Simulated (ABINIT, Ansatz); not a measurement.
**Ba2SrTeO6 (R-3): changed settings of a GW run in ABINIT**

What do changed inputs do to GW on Ba2SrTeO6 (R-3)?

Calculated with ABINIT 10.8.3; LDA and many-body steps on it, plane waves.

## Step 1: The structure

The structure is trigonal, space group R-3 (No. 148). The conventional cell has a = 6.189 Å, b = 6.189 Å, c = 14.900 Å, α = 90.00°, β = 90.00°, γ = 120.00°. Nearest to Ba lie 12 O at 2.79 to 3.42 Å. Nearest to Sr lie 6 O at 2.44 Å. Nearest to Te lie 6 O at 1.96 Å. Nearest to O lie 1 Te at 1.96 Å and 1 Sr at 2.44 Å and 4 Ba at 2.79 to 3.42 Å. Farther neighbours and most contacts between anions are not listed.

The cell and positions are those that the Materials Project relaxed with its own functionals (PBE, PBE+U or r2SCAN), kept fixed. Spin-orbit coupling is left out unless a step names it.

## Step 2: Screening, 2×2×2 mesh, 222 bands, screening to 141.5 eV

This step: ABINIT 10.8.3; RPA screening on LDA, plane waves, norm-conserving pseudopotentials.

The RPA dielectric matrix is built and inverted for each q.

Input file run.abi:

```
acell 3*1.0 Angstrom
rprim 
  3.094471017325 1.786593674874 4.966610984592
  -3.094471017325 1.786593674874 4.966610984592
  0.000000000000 -3.573187349682 4.966610984616
ntypat 4
znucl 56 38 52 8
natom 10
typat 1 1 2 3 4 4 4 4 4 4
xred 
  0.252060000000 0.252060000000 0.252060000000
  0.747940000000 0.747940000000 0.747940000000
  0.000000000000 0.000000000000 0.000000000000
  0.500000000000 0.500000000000 0.500000000000
  0.328441000000 0.717506000000 0.226340000000
  0.717506000000 0.226340000000 0.328441000000
  0.226340000000 0.328441000000 0.717506000000
  0.671559000000 0.282494000000 0.773660000000
  0.773660000000 0.671559000000 0.282494000000
  0.282494000000 0.773660000000 0.671559000000
pp_dirpath "pseudos"
pseudos "Ba.upf, Sr.upf, Te.upf, O.upf"
ecut 42
ngkpt 2 2 2
nshiftk 1
shiftk 0 0 0
kptopt 1
chksymbreak 0
istwfk *1
occopt 1
irdwfk 1
optdriver 3
nband 222
ecuteps 5.2
inclvkb 2
awtr 1
symchi 1
indata_prefix "in"
outdata_prefix "out"
tmpdata_prefix "tmp"
```

The run is started by

```console
> OMP_NUM_THREADS=1 mpirun -n 4 abinit run.abi > log
```

Output:

```text
.Version 10.8.3 of ABINIT. v10.8.2 released Aug 2026.

 Symmetries : space group R-3 (#148); Bravais hR (rhombohedral)
[... echo of the input left out ...]
== DATASET  1 ==================================================================
-   mpi_nproc: 4, omp_nthreads: 1 (-1 if OMP is not activated)

--- !DatasetInfo
iteration_state: {dtset: 1, }
dimensions: {natom: 10, nkpt: 4, mband: 222, nsppol: 1, nspinor: 1, nspden: 1, mpw: 14476, }
cutoff_energies: {ecut:  42.0, pawecutdg:  -1.0, }
electrons: {nelect:   9.00000000E+01, charge:   0.00000000E+00, occopt:   1.00000000E+00, tsmear:   1.00000000E-02, }

 SCREENING: Calculation of the susceptibility and dielectric matrices

 Based on a program developped by R.W. Godby, V. Olevano, G. Onida, and L. Reining.
 Incorporated in ABINIT by V. Olevano, G.-M. Rignanese, and M. Torrent.
.Using double precision arithmetic ; gwpc =  8

[... cell and pseudopotentials left out ...]
--------------------------------------------------------------------------------

 ==== K-mesh for the wavefunctions ====
 Number of points in the irreducible wedge :     4
[... list of points left out ...]
 Together with  6 symmetry operations and time-reversal symmetry
 yields     8 points in the full Brillouin Zone.

 ==== Q-mesh for the screening function ====
 Number of points in the irreducible wedge :     4
[... list of points left out ...]
 Together with  6 symmetry operations and time-reversal symmetry
 yields     8 points in the full Brillouin Zone.

 setmesh: FFT mesh size selected  =    45x   45x   45
          total number of points  =        91125

 vcoul_init : cutoff-mode = AUXILIARY_FUNCTION
 q-points for optical limit:   1
     1)      0.000010    0.000020    0.000030

- screening: taking advantage of time-reversal symmetry
- Maximum band index for partially occupied states nbvw = 45
- Remaining bands to be divided among processors   nbcw = 177
- Number of bands treated by each node ~44

 Number of electrons calculated from density =   90.0000; Expected =   90.0000
 average of density, n =  0.080951
 r_s =    1.4340
 omega_plasma =   27.4452 [eV]

 calculating chi0 at frequencies [eV] :
  1    0.000000E+00    0.000000E+00
  2    0.000000E+00    2.744522E+01

--------------------------------------------------------------------------------
  q-point number  1        q = ( 0.000000, 0.000000, 0.000000) [r.l.u.]
--------------------------------------------------------------------------------
[... chi0 elements left out ...]
 For q-point:  0.000010 0.000020 0.000030
  dielectric constant =   4.0106
  dielectric constant without local fields =   4.4853

  Average fulfillment of the sum rule on Im[epsilon] for q-point    1 :     58.85  [%]
[... wings left out ...]
  q-point number  2        q = ( 0.500000, 0.000000, 0.000000) [r.l.u.]
--------------------------------------------------------------------------------
[... chi0 elements left out ...]
  Average fulfillment of the sum rule on Im[epsilon] for q-point    2 :     63.91  [%]

 [... 2 further q-points ...]
```

The job ended after 9.3 min (4 MPI ranks of Intel Xeon Platinum 8259CL at 2.50GHz (Skylake/Cascade Lake), shared host; peak memory 3.3 GiB; 37 min of CPU time).

Numbers from this step:

```yaml
eps_infinity_with_local_fields_on_this_mesh_along_the_program_s_q_direction: 4.011
the_same_without_local_fields: 4.485
plasma_frequency: 27.45 eV
plane_waves_in_the_screening_matrix: 615
```

Local fields lower ε∞ by 11 %. On a Γ-centred mesh this coarse the value itself is usually too large, while a short band sum pulls it down.

## Step 3: Base

The self-energy is evaluated for the states that the input lists, and the levels follow from it, in one-shot runs by the linearised quasiparticle equation.

This step: G0W0 on LDA, plane waves, norm-conserving pseudopotentials.

run.abi: that of step 2 with these lines changed.

```diff
@@ -31,8 +31,17 @@
 irdwfk 1
-optdriver 3
+optdriver 4
 nband 222
+gwcalctyp 0
+ecutsigx 42
+symsigma 1
+nkptgw 2
+kptgw 
+  0.5000000000 0.5000000000 0.0000000000
+  0.0000000000 0.0000000000 0.0000000000
+bdgw 
+  44 47
+  43 48
 ecuteps 5.2
-inclvkb 2
-awtr 1
-symchi 1
+irdscr 1
+ppmodel 1
 indata_prefix "in"
```

Output:

```text
.Version 10.8.3 of ABINIT. v10.8.2 released Aug 2026.

 Symmetries : space group R-3 (#148); Bravais hR (rhombohedral)
[... echo of the input left out ...]
== DATASET  1 ==================================================================
-   mpi_nproc: 4, omp_nthreads: 1 (-1 if OMP is not activated)

--- !DatasetInfo
iteration_state: {dtset: 1, }
dimensions: {natom: 10, nkpt: 4, mband: 222, nsppol: 1, nspinor: 1, nspden: 1, mpw: 14476, }
cutoff_energies: {ecut:  42.0, pawecutdg:  -1.0, }
electrons: {nelect:   9.00000000E+01, charge:   0.00000000E+00, occopt:   1.00000000E+00, tsmear:   1.00000000E-02, }

 SIGMA: Calculation of the GW corrections

 Based on a program developped by R.W. Godby, V. Olevano, G. Onida, and L. Reining.
 Incorporated in ABINIT by V. Olevano, G.-M. Rignanese, and M. Torrent.
.Using double precision arithmetic ; gwpc =  8

[... cell and pseudopotentials left out ...]
--------------------------------------------------------------------------------

 ==== K-mesh for the wavefunctions ====
 Number of points in the irreducible wedge :     4
[... list of points left out ...]
 Together with  6 symmetry operations and time-reversal symmetry
 yields     8 points in the full Brillouin Zone.

 ==== Q-mesh for screening function ====
 Number of points in the irreducible wedge :     4
[... list of points left out ...]
 Together with  6 symmetry operations and time-reversal symmetry
 yields     8 points in the full Brillouin Zone.

 vcoul_init : cutoff-mode = AUXILIARY_FUNCTION
 q-points for optical limit:   1
     1)      0.000010    0.000020    0.000030
 setmesh: FFT mesh size selected  =    72x   72x   72
          total number of points  =       373248

 Number of electrons calculated from density =   90.0000; Expected =   90.0000
 average of density, n =  0.080951
 r_s =    1.4340
 omega_plasma =   27.4452 [eV]

 === KS Band Gaps ===
  >>>> For spin  1
   Minimum direct gap =   3.0686 [eV], located at k-point      :   0.0000  0.0000  0.0000
   Fundamental gap    =   2.9390 [eV], Top of valence bands at :   0.5000  0.5000  0.0000
                                       Bottom of conduction at :   0.0000  0.0000  0.0000
 SIGMA fundamental parameters:
 PLASMON POLE MODEL  1
 number of plane-waves for SigmaX                14397
 number of plane-waves for SigmaC and W            615
 number of plane-waves for wavefunctions         14397
 number of bands                                   222
 number of independent spin polarizations            1
 number of spinorial components                      1
 number of k-points in IBZ                           4
 number of q-points in IBZ                           4
 number of symmetry operations                       6
 number of k-points in BZ                            8
 number of q-points in BZ                            8
 number of frequencies for dSigma/dE                 9
 frequency step for dSigma/dE [eV]                0.25
 number of omega for Sigma on real axis              0
 max omega for Sigma on real axis  [eV]           0.00
 zcut for avoiding poles [eV]                     0.10

 EPSILON^-1 parameters (SCR file):
 dimension of the eps^-1 matrix on file            615
 dimension of the eps^-1 matrix used               615
 number of plane-waves for wavefunctions         14397
 number of bands                                   222
 number of q-points in IBZ                           4
 number of frequencies                               2
 number of real frequencies                          1
 number of imag frequencies                          1

 matrix elements of self-energy operator (all in [eV])

 Perturbative Calculation

--- !SelfEnergy_ee
iteration_state: {dtset: 1, }
kpoint     : [   0.500,    0.500,    0.000, ]
spin       : 1
KS_gap     :    3.385
QP_gap     :    5.729
Delta_QP_KS:    2.343
data: !SigmaeeData |
     Band     E0 <VxcDFT>   SigX SigC(E0)      Z dSigC/dE  Sig(E)    E-E0       E
       44   4.432 -17.973 -23.013   4.590   0.786  -0.272 -18.327  -0.354   4.079
       45   5.078 -19.254 -24.338   4.766   0.782  -0.279 -19.503  -0.248   4.829
       46   8.463 -18.539 -13.614  -2.367   0.819  -0.221 -16.444   2.095  10.558
       47  11.093 -12.109  -6.776  -3.467   0.846  -0.182 -10.529   1.579  12.673

--- !SelfEnergy_ee
iteration_state: {dtset: 1, }
kpoint     : [   0.000,    0.000,    0.000, ]
spin       : 1
KS_gap     :    3.069
QP_gap     :    5.147
Delta_QP_KS:    2.079
data: !SigmaeeData |
     Band     E0 <VxcDFT>   SigX SigC(E0)      Z dSigC/dE  Sig(E)    E-E0       E
       43   4.944 -18.906 -23.972   4.720   0.783  -0.278 -19.177  -0.271   4.673
       44   4.944 -18.906 -23.972   4.720   0.783  -0.278 -19.177  -0.271   4.673
       45   4.948 -19.111 -24.265   4.812   0.782  -0.279 -19.378  -0.267   4.681
       46   8.017 -16.720 -11.989  -2.538   0.826  -0.210 -14.908   1.812   9.828
       47  10.028 -10.518  -5.609  -3.335   0.857  -0.168  -9.170   1.348  11.376
       48  10.028 -10.518  -5.609  -3.335   0.857  -0.168  -9.170   1.348  11.376

== END DATASET(S) ==============================================================
================================================================================

 -outvars: echo values of variables after computation  --------
           etotal      0.0000000000E+00
            nband         222
             nkpt           4
          spgroup         148
 [... the other variables as echoed above ...]

 Calculation completed.
```

Wall time 2.3 min (4 MPI ranks); peak memory 2.5 GiB.

Numbers from this step:

```
G0W0 gap on the points computed              : 4.999 eV
starting gap on the mesh                     : 2.939 eV
k of the valence top                         : 0.5, 0.5, 0
k of the conduction bottom                   : 0, 0, 0
Z at the valence top                         : 0.782
Z at the conduction bottom                   : 0.826
least direct G0W0 gap on the computed points : 5.147 eV
```

The gap on the mesh goes from 2.94 eV to 5.00 eV, a correction of +2.06 eV.

## Step 4: Scissors in G

run.abi: that of step 3 with these lines changed.

```diff
@@ -46,2 +46,3 @@
 ppmodel 1
+mbpt_sciss 0.5 eV
 indata_prefix "in"
```

Output:

```text
.Version 10.8.3 of ABINIT. v10.8.2 released Aug 2026.

 Symmetries : space group R-3 (#148); Bravais hR (rhombohedral)
[... echo of the input left out ...]
== DATASET  1 ==================================================================
-   mpi_nproc: 4, omp_nthreads: 1 (-1 if OMP is not activated)

--- !DatasetInfo
iteration_state: {dtset: 1, }
dimensions: {natom: 10, nkpt: 4, mband: 222, nsppol: 1, nspinor: 1, nspden: 1, mpw: 14476, }
cutoff_energies: {ecut:  42.0, pawecutdg:  -1.0, }
electrons: {nelect:   9.00000000E+01, charge:   0.00000000E+00, occopt:   1.00000000E+00, tsmear:   1.00000000E-02, }

 SIGMA: Calculation of the GW corrections

 Based on a program developped by R.W. Godby, V. Olevano, G. Onida, and L. Reining.
 Incorporated in ABINIT by V. Olevano, G.-M. Rignanese, and M. Torrent.
.Using double precision arithmetic ; gwpc =  8

[... cell and pseudopotentials left out ...]
--------------------------------------------------------------------------------

 ==== K-mesh for the wavefunctions ====
 Number of points in the irreducible wedge :     4
[... list of points left out ...]
 Together with  6 symmetry operations and time-reversal symmetry
 yields     8 points in the full Brillouin Zone.

 ==== Q-mesh for screening function ====
 Number of points in the irreducible wedge :     4
[... list of points left out ...]
 Together with  6 symmetry operations and time-reversal symmetry
 yields     8 points in the full Brillouin Zone.

 vcoul_init : cutoff-mode = AUXILIARY_FUNCTION
 q-points for optical limit:   1
     1)      0.000010    0.000020    0.000030
 setmesh: FFT mesh size selected  =    72x   72x   72
          total number of points  =       373248

 Number of electrons calculated from density =   90.0000; Expected =   90.0000
[...]
max omega for Sigma on real axis  [eV]           0.00
 zcut for avoiding poles [eV]                     0.10
 scissor energy [eV]                              0.50

 EPSILON^-1 parameters (SCR file):
 dimension of the eps^-1 matrix on file            615
 dimension of the eps^-1 matrix used               615
 number of plane-waves for wavefunctions         14397
 number of bands                                   222
 number of q-points in IBZ                           4
 number of frequencies                               2
 number of real frequencies                          1
 number of imag frequencies                          1

 matrix elements of self-energy operator (all in [eV])

 Perturbative Calculation

--- !SelfEnergy_ee
iteration_state: {dtset: 1, }
kpoint     : [   0.500,    0.500,    0.000, ]
spin       : 1
KS_gap     :    3.385
QP_gap     :    5.781
Delta_QP_KS:    2.395
data: !SigmaeeData |
     Band     E0 <VxcDFT>   SigX SigC(E0)      Z dSigC/dE  Sig(E)    E-E0       E
       44   4.432 -17.973 -23.013   4.608   0.787  -0.271 -18.313  -0.340   4.093
       45   5.078 -19.254 -24.338   4.785   0.782  -0.278 -19.488  -0.234   4.844
       46   8.463 -18.539 -13.614  -2.399   0.820  -0.219 -16.377   2.162  10.625
[...]
--- !SelfEnergy_ee
iteration_state: {dtset: 1, }
kpoint     : [   0.000,    0.000,    0.000, ]
spin       : 1
KS_gap     :    3.069
QP_gap     :    5.198
Delta_QP_KS:    2.129
data: !SigmaeeData |
     Band     E0 <VxcDFT>   SigX SigC(E0)      Z dSigC/dE  Sig(E)    E-E0       E
[...]
47  10.028 -10.518  -5.609  -3.346   0.857  -0.167  -9.107   1.411  11.438
       48  10.028 -10.518  -5.609  -3.346   0.857  -0.167  -9.107   1.411  11.438

== END DATASET(S) ==============================================================
================================================================================

 -outvars: echo values of variables after computation  --------
           etotal      0.0000000000E+00
            nband         222
             nkpt           4
          spgroup         148
 [... the other variables as echoed above ...]

 Calculation completed.
```

It took 2.2 min on 4 MPI ranks; peak memory 2.5 GiB.

This step gave:

| Quantity | Value |
| --- | --- |
| G0W0 gap on the points computed | 5.05 eV |
| starting gap on the mesh | 2.939 eV |
| k of the valence top | 0.5, 0.5, 0 |
| k of the conduction bottom | 0, 0, 0 |
| Z at the valence top | 0.782 |
| Z at the conduction bottom | 0.828 |
| least direct G0W0 gap on the computed points | 5.198 eV |

(Part 1 of 2 ends here.)

[Paths, hosts, dates, memory and timing lines, banners, echoed tables and standing remarks are left out of the program output.]

[Logs are printed without paths, hosts, clocks, repeated set-up lines and the standing remarks that a program may print on its own settings, such as how far it seeks lower states.]

[Runs of the session that timed out or met a known fault of the program may be left out.]

[Hosts, paths, dates, database ids (printed as entryN), source tags and the programs' standing remarks are cut or masked in the printed files.]

[G0W0 gaps are taken among the corrected bands and points alone; a level outside them can change the order at an edge.]

[Where Ansatz stands beside ABINIT at settings called matched, ABINIT's density can come from a denser mesh and the files from another edition; pairs whose starting gaps differed by over 0.03 eV were left out, so agreement reads better than it is.]
